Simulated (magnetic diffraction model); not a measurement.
# YbCuAg2Br6 below its ordering temperature

Space group Fm-3m (no. 225), a = 10.5000 Å.

| site | atom | x | y | z |
| --- | --- | --- | --- | --- |
| 4a | Yb | 0 | 0 | 0 |
| 8c | Ag | 1/4 | 3/4 | 3/4 |
| 24e | Br | 0 | 0 | 0.7398 |
| 4b | Cu | 1/2 | 0 | 0 |

The compound is invented for this exercise: a known structure type with other elements, its cell scaled to their sizes and not relaxed.

Only Yb is taken to order (form factors of Yb3+); orders and moment sizes are assumed, and not adapted to the symmetry. Radiation: neutrons of λ = 2.52 Å, 1.5° to 80°; isotropic B of 0.12 Å² (Yb), 0.12 Å² (Ag), 0.14 Å² (Br) and 0.18 Å² (Cu). The intensities are simulated: I ∝ L Σ (|F_N|² + |F_M⊥|²) for unpolarised neutrons, with F_M = 2.695 fm/μB × Σ f(s) S exp(2πi Q·r) exp(−B s²) at Q = H ± k (one set where k and −k are equivalent), only the part normal to Q counting and L = 1/(sin²θ cos θ). For a modulated order the moment at position r is S exp(−2πi k·r) + c.c., with S = m/2 for a sine wave of amplitude m and S = m(u + iv)/2 for moments turning in a plane, u and v being orthogonal unit vectors in it; the phase factor of the sum at Q = H + k is then exp(2πi H·r). Form factors are spin-only for 3d ions and dipole or tabulated for f ions, scattering lengths are Sears's of 1992, and absorption is left out. A label names one of the reflections at its angle. The strongest nuclear line in the range is 100, and lines under 0.2 are left out.

Above the ordering temperature:

```csv
2θ (°),index,I
23.99,(1 1 1),0.5
27.77,(2 0 0),33.7
39.68,(2 2 0),24.9
46.91,(3 1 1),3.3
49.13,(2 2 2),34.0
57.37,(4 0 0),100.0
63.08,(3 3 1),5.4
64.91,(4 2 0),29.5
72.01,(4 2 2),18.2
77.15,(5 1 1),2.7
```

Below it (cell unchanged):

| 2θ (°) | I |
| --- | --- |
| 4.58 | 15.1 |
| 21.63 | 3.8 |
| 23.07 | 0.6 |
| 23.99 | 0.5 |
| 26.98 | 2.2 |
| 27.77 | 33.7 |
| 28.16 | 2.4 |
| 32.52 | 0.3 |
| 36.41 | 1.2 |
| 39.68 | 24.9 |
| 39.97 | 1.2 |
| 42.47 | 0.8 |
| 43.28 | 0.8 |
| 45.64 | 1.8 |
| 46.40 | 0.8 |
| 46.91 | 3.3 |
| 48.64 | 1.5 |
| 49.13 | 34.0 |
| 51.51 | 0.5 |
| 52.21 | 0.7 |
| 57.37 | 100.0 |
| 57.59 | 0.6 |
| 59.52 | 0.9 |
| 60.16 | 0.4 |
| 62.04 | 0.5 |
| 62.66 | 0.5 |
| 63.08 | 5.4 |
| 64.51 | 0.4 |
| 64.91 | 29.5 |
| 65.11 | 0.9 |
| 66.92 | 0.7 |
| 67.52 | 0.7 |
| 69.88 | 1.0 |
| 71.63 | 0.3 |
| 72.01 | 18.2 |
| 73.93 | 0.3 |
(The table stops after 36 lines; 5 more lie at higher angle.)

**Question.** Check that the new lines index with k = (0 0 1/3), then choose among these models:
A. a sine wave with moments along [001] (amplitudes given), 3.2 μB on Yb
B. moments turning in the plane of [001] and [010], 3.2 μB on Yb
C. moments turning in the plane of [100] and [010], 3.2 μB on Yb
D. moments turning in the plane of [001] and [100], 3.2 μB on Yb

The new lines index as (0 0 1/3) at 4.58°, (1 1 2/3) at 21.63°, (0 0 5/3) at 23.07° and (1 1 4/3) at 26.98°, that is as H ± k with k = (0 0 1/3), one of 3 inequivalent arms of its star (k and −k counted as one), which a powder can't tell apart. Satellites come in pairs about each point of the reciprocal lattice.

Magnetic intensity, observed (below minus above) and for each model:

| 2θ (°) | index | observed | A | B | C | D |
| --- | --- | --- | --- | --- | --- | --- |
| 4.58 | (0 0 1/3) | 15.1 | <0.2 | 15.1 | 30.2 | 15.1 |
| 21.63 | (1 1 2/3) | 3.8 | 2.2 | 3.8 | 3.2 | 3.8 |
| 23.07 | (0 0 5/3) | 0.6 | <0.2 | 0.6 | 1.2 | 0.6 |
| 26.98 | (1 1 4/3) | 2.2 | 0.9 | 2.2 | 2.5 | 2.2 |
| 28.16 | (2 0 1/3) | 2.4 | 1.5 | 2.4 | 1.6 | 2.4 |
| 36.41 | (2 0 5/3) | 1.2 | 0.6 | 1.2 | 1.3 | 1.2 |
| 42.47 | (1 1 8/3) | 0.8 | <0.2 | 0.8 | 1.2 | 0.8 |
| 51.51 | (1 1 10/3) | 0.5 | <0.2 | 0.5 | 0.9 | 0.5 |

Models B and D match alike on every line, so these data can't choose among them (such ties are often domains of one structure).

The structure used: k = (0 0 1/3), moments turning in the plane of [001] and [010], 3.2 μB on Yb.

[Logs are printed without paths, hosts, clocks, repeated set-up lines and the standing remarks that a program may print on its own settings, such as how far it seeks lower states.]
